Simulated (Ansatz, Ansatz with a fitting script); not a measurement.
Planning a run of Ansatz 0.2.0 on LiBH4 (F-43m). The input:

```yaml
crystal:
  lattice:
    - [0.0, 2.9021358291, 2.9021358291]
    - [2.9021358291, 0.0, 2.9021358291]
    - [2.9021358291, 2.9021358291, 0.0]
  atoms:
    - { symbol: Li, position: [0.0, 0.0, 0.0] }
    - { symbol: B, position: [0.5, 0.5, 0.5] }
    - { symbol: H, position: [0.37678667, 0.37678667, 0.37678667] }
    - { symbol: H, position: [0.86964, 0.37678667, 0.37678667] }
    - { symbol: H, position: [0.37678667, 0.37678667, 0.86964] }
    - { symbol: H, position: [0.37678667, 0.86964, 0.37678667] }
kpoints:
  mp_grid: { grid: [4, 4, 4] }
hamiltonian:
  xc: lda
  pseudopotentials: { kind: nc, xc_functional: pbe }
scf:
  occupations: { method: fixed }
  lower_state_search: "off"
  convergence: { dr2_threshold: 1.0e-09 }
output:
  rpa_energy:
    ecut_chi_ladder: [96, 112, 128, 144, 160]
    long_wavelength: optical_limit
    n_empty_bands: 224
basis:
  ecutwfc: 1116.0
  xc_grid: 3
```

```sh
ansatz run input.yaml --threads 8 --pin off --max-ram 18432MiB --backend cpu --events-out ev --progress --plain --runs-dir out
```

**Question.** How long will it take on 8 threads of Arm Neoverse N1, shared host, and how much memory?

It took 28 s; on shared hardware allow 14 s to 56 s. Peak host memory was 2.2 GiB.

[Paths, hosts, dates, memory and timing lines, banners, echoed tables and standing remarks are left out of the program output.]

[Logs are printed without paths, hosts, clocks, repeated set-up lines and the standing remarks that a program may print on its own settings, such as how far it seeks lower states.]

[Runs of the session that timed out or met a known fault of the program may be left out.]

[Hosts, paths, dates, database ids (printed as entryN), source tags and the programs' standing remarks are cut or masked in the printed files.]
